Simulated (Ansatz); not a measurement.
## Ba3TiO (model structure): optical spectrum from first principles

What colour and refractive index does Ba3TiO (model structure) have at this level of theory? The cell was made here by substitution or stacking, whether or not such a phase is known. It was built so: All Sn replaced by Ti and Sr replaced by Ba in the Pm-3m structure of Sr3SnO.

Method: DFT, PBE, plane-wave PAW, default files, scalar-relativistic, independent-particle optical response without local fields, in Ansatz 0.2.0.

**1. Starting point**

It takes space group Pm-3m (No. 221, cubic). Conventional cell: a = 5.592 Å, b = 5.592 Å, c = 5.592 Å, α = 90.00°, β = 90.00°, γ = 90.00°. Nearest to Ba lie 2 O at 2.80 Å. Ti has 12 Ba at 3.95 Å nearest. O has 6 Ba at 2.80 Å nearest. All Sn replaced by Ti and Sr replaced by Ba in the Pm-3m structure of Sr3SnO. Farther neighbours and most contacts between anions are not listed.

Structure file:

```cif
data_structure
_symmetry_space_group_name_H-M 'P 1'
_symmetry_Int_Tables_number 1
_cell_length_a 5.5925
_cell_length_b 5.5925
_cell_length_c 5.5925
_cell_angle_alpha 90.000
_cell_angle_beta 90.000
_cell_angle_gamma 90.000
_cell_volume 174.91
loop_
_atom_site_label
_atom_site_type_symbol
_atom_site_fract_x
_atom_site_fract_y
_atom_site_fract_z
_atom_site_occupancy
Ba1 Ba 0.50000 0.50000 0.00000 1
Ba2 Ba 0.50000 0.00000 0.50000 1
Ba3 Ba 0.00000 0.50000 0.50000 1
Ti4 Ti 0.00000 0.00000 0.00000 1
O5 O 0.50000 0.50000 0.50000 1
```

**2. Relaxation**

The structure was built or cut out here, so it is relaxed before any spectrum is computed.

This step: DFT, PBE, plane-wave PAW, default files, scalar-relativistic, relaxation (Ansatz 0.2.0).

input.yaml

```yaml
crystal:
  lattice:
    - [5.59246582, 0.0, 0.0]
    - [0.0, 5.59246582, 0.0]
    - [0.0, 0.0, 5.59246582]
  atoms:
    - { symbol: Ba, position: [0.5, 0.5, 0.0] }
    - { symbol: Ba, position: [0.5, 0.0, 0.5] }
    - { symbol: Ba, position: [0.0, 0.5, 0.5] }
    - { symbol: Ti, position: [0.0, 0.0, 0.0] }
    - { symbol: O, position: [0.5, 0.5, 0.5] }
kpoints:
  mp_grid: { grid: [4, 4, 4] }
scf:
  occupations: { method: fermi_dirac, width: 0.05 }
hamiltonian:
  xc: pbe
  pseudopotentials: { kind: paw }
output:
  forces: true
  stress: true
relax:
  f_tol: 0.02
  max_steps: 50
  cell: {}
```

Run with:

```console
$ ansatz run input.yaml --threads 2 --pin off --max-ram 5120MiB --backend cpu --events-out ev --progress --plain --runs-dir out
```

Numbers of over 12 decimals in the logs are rounded to 6 here.

The program printed:

```text
Engine: ansatz 0.2.0, aarch64-unknown-linux-gnu
Pseudopotentials: kind: paw
Pseudopotential: Ba, paw, valence charge 10, recommended cutoff 420 eV (normal), Ba.paw.azcp
Pseudopotential: Ti, paw, valence charge 12, recommended cutoff 420 eV (normal), Ti.paw.azcp
Pseudopotential: O, paw, valence charge 6, recommended cutoff 420 eV (normal), O.paw.azcp
Functional definition: PBE
  parameter kappa = 0.804
  parameter beta = 0.066725
  exchange = pbe_x(kappa = kappa, mu = beta*pi^2/3)
  correlation = pbe_c(beta = beta)
Crystal: 5 atoms, lattice volume = 174.908 Å³
Basis set: ecut = 420 eV, 3407 PW (Γ), exchange–correlation on 80×80×80 points (8 copies of the dense FFT grid, shifted against one another)
Bands: 29, of which v1, the nominal top of the filled ones, is band 24 counted from 1 (23 counted from 0)
Symmetry: 48 space group operations
Space group: Pm-3m (ITA 221), of the structure as read, at distance tolerance 5.6e-5 Å
k-points: 10 of 64
Non-local potential: Ba, projectors of the file, l = 0: 3, l = 1: 2, l = 2: 2, l = 3: 2
Non-local potential: Ti, projectors of the file, l = 0: 3, l = 1: 2, l = 2: 3, l = 3: 1
Non-local potential: O, projectors of the file, l = 0: 2, l = 1: 2, l = 2: 1
PAW form: soft (Blöchl's): semilocal exchange-correlation on the pseudo side does not see the compensation charge
PAW one-centre angular grid: Ba, 194 points (default); XC on 64 Gauss nodes
PAW one-centre angular grid: Ti, 590 points (default); XC on 64 Gauss nodes
PAW one-centre angular grid: O, 110 points (default); XC on 64 Gauss nodes
Initial density: superposition of atomic densities (neutral atoms: chi_scale 0, normalization atom), corrected by the library's trained network
Initial wavefunctions: pseudopotential atomic-orbital guess
Functional: x = pbe(κ = 0.804, μ = 0.219515), c = pbe(β = 0.066725)
SCF iter   1: F=—  HF=-20915.712569 eV  |F-HF|=—  |Δ(HF+E_count)|=         —  Δρ=6.07e-3  dr2=1.53e-1  ethr=1.77e-3  ⟨swp⟩=7.0  Hψ=1517  notcnv=0
preconditioner: auto → Kerker (q_TF=auto, 2.199 Å⁻¹)  [metal: Δε(μ)=0.051 eV  Ē_g=8.580 eV  σ=0.050 eV  W_gap=0.24  n_scr=26 (ndim 8)  ℏωp=15.9 eV  f_vac=0.000  D(μ)=13.41/eV (n_scr^D=146)]
SCF iter   2: F=—  HF=-20915.706843 eV  |F-HF|=—  |Δ(HF+E_count)|=   5.73e-3  Δρ=2.94e-3  dr2=3.88e-2  ethr=3.19e-4  ⟨swp⟩=1.2  Hψ=374  notcnv=0
SCF iter   3: F=—  HF=-20915.706107 eV  |F-HF|=—  |Δ(HF+E_count)|=   7.36e-4  Δρ=1.40e-3  dr2=3.31e-3  ethr=8.07e-5  ⟨swp⟩=2.0  Hψ=348  notcnv=0
SCF iter   4: F=—  HF=-20915.705588 eV  |F-HF|=—  |Δ(HF+E_count)|=   5.20e-4  Δρ=3.71e-4  dr2=2.82e-4  ethr=6.89e-6  ⟨swp⟩=2.0  Hψ=498  notcnv=0
SCF iter   5: F=—  HF=-20915.705593 eV  |F-HF|=—  |Δ(HF+E_count)|=   4.81e-6  Δρ=8.21e-5  dr2=2.44e-5  ethr=5.87e-7  ⟨swp⟩=2.0  Hψ=365  notcnv=0
SCF iter   6: F=—  HF=-20915.705548 eV  |F-HF|=—  |Δ(HF+E_count)|=   4.41e-5  Δρ=3.46e-5  dr2=4.96e-6  ethr=5.08e-8  ⟨swp⟩=2.0  Hψ=451  notcnv=0
SCF iter   7: F=—  HF=-20915.705549 eV  |F-HF|=—  |Δ(HF+E_count)|=   1.37e-7  Δρ=7.86e-6  dr2=3.67e-7  ethr=1.03e-8  ⟨swp⟩=1.9  Hψ=399  notcnv=0
SCF iter   8: F=-20915.705548 eV  HF=-20915.705549 eV  |F-HF|=1.87e-8  |Δ(HF+E_count)|=   2.25e-8  Δρ=1.79e-6  dr2=2.44e-8  ethr=2.08e-10  ⟨swp⟩=5.5  Hψ=1182  notcnv=0
SCF 1 converged in 8 iterations: F = -20915.705548 eV  dr2 = 2.44e-8
  greatest PAW one-centre occupation: 0.999 electrons in one spin orbital (limit 2), on the Ti atom at site 3 (counted from 0), in its partial waves of l = 0
relax step   1: F+E_penalty+E_count = -20915.70554850 eV  Δ(F+E_penalty+E_count) = +0.000e0 eV  max|allowed force component| = 3.621e-29 eV/Å  Δτ_max = 0.0000 Å  P = -1.606 GPa  Ω = 174.908 Å³  (8 SCF iters, dr2 threshold 1.00e-7 eV, accepted)
Crystal: 5 atoms, lattice volume = 164.531 Å³
Basis set: ecut = 420 eV, 3191 PW (Γ), exchange–correlation on 80×80×80 points (8 copies of the dense FFT grid, shifted against one another)
Initial density: handed on by an earlier stage of this run
Initial wavefunctions: those handed on with the density
iter 1 solved again at ethr=1.65e-4 eV; its pass at ethr=3.10e-3 eV (dr2=7.91e-2 eV) is discarded
SCF iter   1: F=—  HF=-20915.771050 eV  |F-HF|=—  |Δ(HF+E_count)|=         —  Δρ=5.03e-3  dr2=8.08e-2  ethr=1.65e-4  ⟨swp⟩=1.2  Hψ=1615  notcnv=0
preconditioner: auto → Kerker (q_TF=auto, 2.222 Å⁻¹)  [metal: Δε(μ)=0.009 eV  Ē_g=8.657 eV  σ=0.050 eV  W_gap=0.04  n_scr=26 (ndim 8)  ℏωp=16.4 eV  f_vac=0.000  D(μ)=12.63/eV (n_scr^D=146)]
SCF iter   2: F=—  HF=-20915.766527 eV  |F-HF|=—  |Δ(HF+E_count)|=   4.52e-3  Δρ=2.04e-3  dr2=1.23e-2  ethr=1.65e-4  ⟨swp⟩=1.9  Hψ=325  notcnv=0
SCF iter   3: F=—  HF=-20915.765905 eV  |F-HF|=—  |Δ(HF+E_count)|=   6.23e-4  Δρ=4.93e-4  dr2=3.88e-4  ethr=2.57e-5  ⟨swp⟩=2.1  Hψ=380  notcnv=0
SCF iter   4: F=—  HF=-20915.765831 eV  |F-HF|=—  |Δ(HF+E_count)|=   7.35e-5  Δρ=2.47e-4  dr2=8.46e-5  ethr=8.09e-7  ⟨swp⟩=2.0  Hψ=475  notcnv=0
SCF iter   5: F=—  HF=-20915.765835 eV  |F-HF|=—  |Δ(HF+E_count)|=   3.86e-6  Δρ=6.81e-5  dr2=8.64e-6  ethr=1.76e-7  ⟨swp⟩=2.0  Hψ=355  notcnv=0
SCF iter   6: F=—  HF=-20915.765836 eV  |F-HF|=—  |Δ(HF+E_count)|=   6.75e-7  Δρ=1.84e-5  dr2=8.34e-7  ethr=1.80e-8  ⟨swp⟩=2.2  Hψ=479  notcnv=0
SCF iter   7: F=-20915.765836 eV  HF=-20915.765836 eV  |F-HF|=6.91e-8  |Δ(HF+E_count)|=   5.15e-8  Δρ=5.83e-6  dr2=9.34e-8  ethr=1.04e-9  ⟨swp⟩=4.4  Hψ=1078  notcnv=0
SCF 2 converged in 7 iterations: F = -20915.765836 eV  dr2 = 9.34e-8
relax step   2: F+E_penalty+E_count = -20915.76583572 eV  Δ(F+E_penalty+E_count) = -6.029e-2 eV  max|allowed force component| = 2.827e-30 eV/Å  Δτ_max = 0.0000 Å  P = -0.040 GPa  Ω = 164.531 Å³  energy of the carried Pulay correction = +4.684e-3 eV  (7 SCF iters, dr2 threshold 5.00e-7 eV, accepted)
Initial wavefunctions: pseudopotential atomic-orbital guess (no wavefunctions were taken with the density)
iter 1 solved again at ethr=3.99e-7 eV; its pass at ethr=3.10e-3 eV (dr2=1.92e-4 eV) is discarded
SCF iter   1: F=—  HF=-20915.762455 eV  |F-HF|=—  |Δ(HF+E_count)|=         —  Δρ=1.49e-4  dr2=5.35e-6  ethr=3.99e-7  ⟨swp⟩=3.4  Hψ=2279  notcnv=0
preconditioner: auto → Kerker (q_TF=auto, 2.222 Å⁻¹)  [metal: Δε(μ)=0.014 eV  Ē_g=8.700 eV  σ=0.050 eV  W_gap=0.07  n_scr=26 (ndim 8)  ℏωp=16.4 eV  f_vac=0.000  D(μ)=12.88/eV (n_scr^D=146)]
SCF iter   2: F=—  HF=-20915.762431 eV  |F-HF|=—  |Δ(HF+E_count)|=   2.42e-5  Δρ=7.35e-5  dr2=2.11e-6  ethr=1.11e-8  ⟨swp⟩=2.0  Hψ=504  notcnv=0
SCF iter   3: F=—  HF=-20915.762431 eV  |F-HF|=—  |Δ(HF+E_count)|=   9.35e-8  Δρ=3.27e-5  dr2=2.42e-7  ethr=4.40e-9  ⟨swp⟩=2.0  Hψ=423  notcnv=0
SCF iter   4: F=—  HF=-20915.762432 eV  |F-HF|=—  |Δ(HF+E_count)|=   6.67e-7  Δρ=1.18e-6  dr2=5.61e-9  ethr=5.04e-10  ⟨swp⟩=2.0  Hψ=446  notcnv=0
SCF iter   5: F=—  HF=-20915.762432 eV  |F-HF|=—  |Δ(HF+E_count)|=  1.78e-10  Δρ=5.29e-7  dr2=1.90e-9  ethr=1.17e-11  ⟨swp⟩=2.0  Hψ=491  notcnv=0
SCF iter   6: F=—  HF=-20915.762432 eV  |F-HF|=—  |Δ(HF+E_count)|=  5.09e-10  Δρ=1.85e-7  dr2=1.08e-10  ethr=3.96e-12  ⟨swp⟩=2.7  Hψ=502  notcnv=0
SCF iter   7: F=-20915.762432 eV  HF=-20915.762432 eV  |F-HF|=2.18e-11  |Δ(HF+E_count)|=  1.46e-11  Δρ=3.98e-8  dr2=3.73e-12  ethr=1.00e-12  ⟨swp⟩=5.1  Hψ=1110  notcnv=0
SCF 3 converged in 7 iterations: F = -20915.762432 eV  dr2 = 3.73e-12
relax step   3: F+E_penalty+E_count = -20915.76243163 eV  Δ(F+E_penalty+E_count) = +3.404e-3 eV  max|allowed force component| = 7.231e-30 eV/Å  Δτ_max = 0.0000 Å  P = -0.078 GPa  Ω = 164.531 Å³  stress off target by 7.85e-2 GPa  SCF on the basis re-selected at this cell (its energy is not comparable with the rows above)  (7 SCF iters)
[...]
relax step   4: F+E_penalty+E_count = -20915.76276618 eV  Δ(F+E_penalty+E_count) = -3.346e-4 eV  max|allowed force component| = 1.993e-29 eV/Å  Δτ_max = 0.0000 Å  P = +0.006 GPa  Ω = 164.043 Å³  energy of the carried Pulay correction = +2.237e-4 eV  (6 SCF iters, dr2 threshold 1.54e-8 eV, accepted)
iter 1 solved again at ethr=4.24e-7 eV; its pass at ethr=3.10e-3 eV (dr2=2.04e-4 eV) is discarded
SCF iter   1: F=—  HF=-20915.762551 eV  |F-HF|=—  |Δ(HF+E_count)|=         —  Δρ=9.68e-6  dr2=3.35e-8  ethr=4.24e-7  ⟨swp⟩=3.3  Hψ=2305  notcnv=0
eigensolver tolerance schedule: the retry pair's looser diagonalisation over-reported the residual by 6081.61 of it (diagonalisation noise at 4.95 of the residual, at the tolerance the schedule requests for it); recorded, not acted on — ethr = c·dr2/N_el stays at c = 1.0e-1
preconditioner: auto → Kerker (q_TF=auto, 2.223 Å⁻¹)  [metal: Δε(μ)=0.013 eV  Ē_g=8.700 eV  σ=0.050 eV  W_gap=0.07  n_scr=26 (ndim 8)  ℏωp=16.4 eV  f_vac=0.000  D(μ)=12.83/eV (n_scr^D=146)]
SCF iter   2: F=—  HF=-20915.762513 eV  |F-HF|=—  |Δ(HF+E_count)|=   3.78e-5  Δρ=5.08e-6  dr2=1.05e-8  ethr=6.97e-11  ⟨swp⟩=4.0  Hψ=883  notcnv=0
SCF iter   3: F=—  HF=-20915.762513 eV  |F-HF|=—  |Δ(HF+E_count)|=   1.34e-8  Δρ=2.38e-6  dr2=1.91e-9  ethr=2.18e-11  ⟨swp⟩=2.0  Hψ=400  notcnv=0
SCF iter   4: F=—  HF=-20915.762513 eV  |F-HF|=—  |Δ(HF+E_count)|=   3.94e-9  Δρ=2.53e-7  dr2=1.58e-10  ethr=3.98e-12  ⟨swp⟩=2.0  Hψ=428  notcnv=0
SCF iter   5: F=—  HF=-20915.762513 eV  |F-HF|=—  |Δ(HF+E_count)|=  1.09e-11  Δρ=1.11e-7  dr2=5.29e-11  ethr=1.00e-12  ⟨swp⟩=2.0  Hψ=337  notcnv=0
iter 6 did not close the SCF: its close was put off for the readings that it lacked (scf_convergence_deferred on its scf_iter line)
SCF iter   6: F=-20915.762513 eV  HF=-20915.762513 eV  |F-HF|=7.28e-12  |Δ(HF+E_count)|=  3.64e-12  Δρ=3.55e-8  dr2=5.85e-12  ethr=1.00e-12  ⟨swp⟩=1.1  Hψ=291  notcnv=0
iter 7 did not close the SCF: its close was put off for the readings that it lacked (scf_convergence_deferred on its scf_iter line)
SCF iter   7: F=-20915.762513 eV  HF=-20915.762513 eV  |F-HF|=0.00e0  |Δ(HF+E_count)|=  3.64e-12  Δρ=1.16e-8  dr2=3.48e-13  ethr=1.00e-12  ⟨swp⟩=1.0  Hψ=290  notcnv=0
iter 8 did not close the SCF: its close was put off for the readings that it lacked (scf_convergence_deferred on its scf_iter line)
SCF iter   8: F=-20915.762513 eV  HF=-20915.762513 eV  |F-HF|=3.64e-12  |Δ(HF+E_count)|=    0.00e0  Δρ=3.31e-9  dr2=2.99e-14  ethr=1.00e-12  ⟨swp⟩=1.1  Hψ=291  notcnv=0
iter 9 did not close the SCF: its close was put off for the readings that it lacked (scf_convergence_deferred on its scf_iter line)
SCF iter   9: F=-20915.762513 eV  HF=-20915.762513 eV  |F-HF|=1.09e-11  |Δ(HF+E_count)|=  3.64e-12  Δρ=6.60e-10  dr2=5.58e-16  ethr=1.00e-12  ⟨swp⟩=1.0  Hψ=290  notcnv=0
SCF iter  10: F=-20915.762513 eV  HF=-20915.762513 eV  |F-HF|=1.09e-11  |Δ(HF+E_count)|=  1.09e-11  Δρ=1.61e-10  dr2=1.46e-16  ethr=1.00e-12  ⟨swp⟩=3.2  Hψ=742  notcnv=0
SCF 5 converged in 10 iterations: F = -20915.762513 eV  dr2 = 1.46e-16
relax step   5: F+E_penalty+E_count = -20915.76251318 eV  Δ(F+E_penalty+E_count) = +2.530e-4 eV  max|allowed force component| = 1.699e-29 eV/Å  Δτ_max = 0.0000 Å  P = +0.004 GPa  Ω = 164.043 Å³  stress off target by 4.43e-3 GPa  SCF on the basis re-selected at this cell (its energy is not comparable with the rows above)  (10 SCF iters)
basis re-selected at this cell: Δ(F+E_penalty+E_count) = +2.530e-4 eV, ΔP = -0.002 GPa vs the last step (what re-selecting the basis moved, of the pressure what is left beyond the Pulay correction that the steps carried, after the strain that the cell walked since its last selection, with what the two solves' SCF thresholds leave and, on support functions, any second-order correction that the steps lacked; it is no m [...]
SCF converged after 10 iterations
Free energy (F): -20915.762513 eV
Harris-Foulkes:  -20915.762513 eV  (|F-HF|=1.09e-11)
Internal energy: -20915.661394 eV  (E = F + TS)
E sigma→0 (E₀):  -20915.711954 eV
Entropy (-TS):   -0.101119 eV (-20.224 meV/atom)
Fermi energy:    8.638097 eV
--- Per-component energies (eV) ---
  E_band       = -361.919427
  E_kinetic    = 950.231883
  E_local      = -2472.061193  (includes V_loc(G=0)·N_el)
  E_nonlocal   = 231.589791
  E_hartree    = 931.787049
  E_xc         = -673.484923
  E_vxc        = -620.519112  (∫ρ·V_xc dr)
  E_paw        = -16883.883923  (= ΣΔE_a)
  E_vpaw       = -314.737398  (= ΣTr[D̂ρ^β])
  E_aug_tail   = 0.002506  (compensation charges beyond the density's cutoff)
  E_ewald      = -2999.842583
  E_smearing   = -0.101119  (= −TS)
  E_closure    = -0.000000  (closes the sum)
  Σ components = -20915.762513   (vs F -20915.762513, Δ=0.00e0)
--- Forces (eV/Å), atoms counted from 1 ---
  atom   1  Ba     0.00000000     0.00000000     0.00000000
  atom   2  Ba     0.00000000    -0.00000000    -0.00000000
  atom   3  Ba    -0.00000000     0.00000000    -0.00000000
  atom   4  Ti    -0.00000000    -0.00000000     0.00000000
  atom   5  O      0.00000000     0.00000000     0.00000000
  max |Σ_I F_I| component: 2.42e-29 eV/Å
--- Stress (GPa, compression-positive) ---
        0.004429       0.000000      -0.000000
        0.000000       0.004429      -0.000000
       -0.000000      -0.000000       0.004429
  P = ⅓ Tr σ = 0.0044 GPa (0.044 kbar)
--- Relaxed structure (3 steps of the walk, 3 accepted, 2 SCFs on fresh bases) ---
  F+E_penalty+E_count = -20915.76251318 eV   max|allowed force component| = 1.699e-29 eV/Å   (the final SCF, on the basis selected at the relaxed cell)
  cell:  # Å, volume = 164.0430 Å³
    - [5.474182, 0, 0]
    - [0, 5.474182, 0.0]
    - [0, 0.0, 5.474182]
  atoms:
    - { symbol: Ba, position: [0.500000, 0.500000, 0] }
    - { symbol: Ba, position: [0.500000, 0, 0.500000] }
    - { symbol: Ba, position: [0, 0.500000, 0.500000] }
    - { symbol: Ti, position: [0, 0, 0] }
    - { symbol: O, position: [0.500000, 0.500000, 0.500000] }
```

The job ended after 8.1 s (2 threads of Arm Neoverse V2, shared host; peak memory 0.45 GiB; 16 s of CPU time).

The steps of the relaxation:

```tsv
step	energy less that of the first step (eV)	largest force component (eV/Å)	pressure (GPa)	volume (Å³)
1	0.0000	0.0000	-1.61	174.91
2	-0.0603	0.0000	-0.04	164.53
3*	-0.0569	0.0000	-0.08	164.53
4	-0.0572	0.0000	0.01	164.04
5*	-0.0570	0.0000	0.00	164.04
```

Relaxation steps marked * repeat the geometry before them on a plane-wave basis chosen anew for their cell, so energy and pressure can jump there.

Forces are held to the 48 operations that the run works with; a distortion that breaks them can't arise in this run.

```tsv
conventional cell, symmetrised	before	after	change
a (Å)	5.592	5.474	-2.1 %
b (Å)	5.592	5.474	-2.1 %
c (Å)	5.592	5.474	-2.1 %
volume (Å³/atom)	34.98	32.81	-6.2 %
```

The relaxed structure:

```cif
data_structure
_symmetry_space_group_name_H-M 'P 1'
_symmetry_Int_Tables_number 1
_cell_length_a 5.4742
_cell_length_b 5.4742
_cell_length_c 5.4742
_cell_angle_alpha 90.000
_cell_angle_beta 90.000
_cell_angle_gamma 90.000
_cell_volume 164.04
loop_
_atom_site_label
_atom_site_type_symbol
_atom_site_fract_x
_atom_site_fract_y
_atom_site_fract_z
_atom_site_occupancy
Ba1 Ba 0.50000 0.50000 0.00000 1
Ba2 Ba 0.50000 0.00000 0.50000 1
Ba3 Ba 0.00000 0.50000 0.50000 1
Ti4 Ti 0.00000 0.00000 0.00000 1
O5 O 0.50000 0.50000 0.50000 1
```

The relaxation ends with a pressure of 0.00 GPa.

[end of part 1 of 2]

[Logs are printed without paths, hosts, clocks, repeated set-up lines and the standing remarks that a program may print on its own settings, such as how far it seeks lower states.]

[Hosts, paths, dates, database ids (printed as entryN), source tags and the programs' standing remarks are cut or masked in the printed files.]
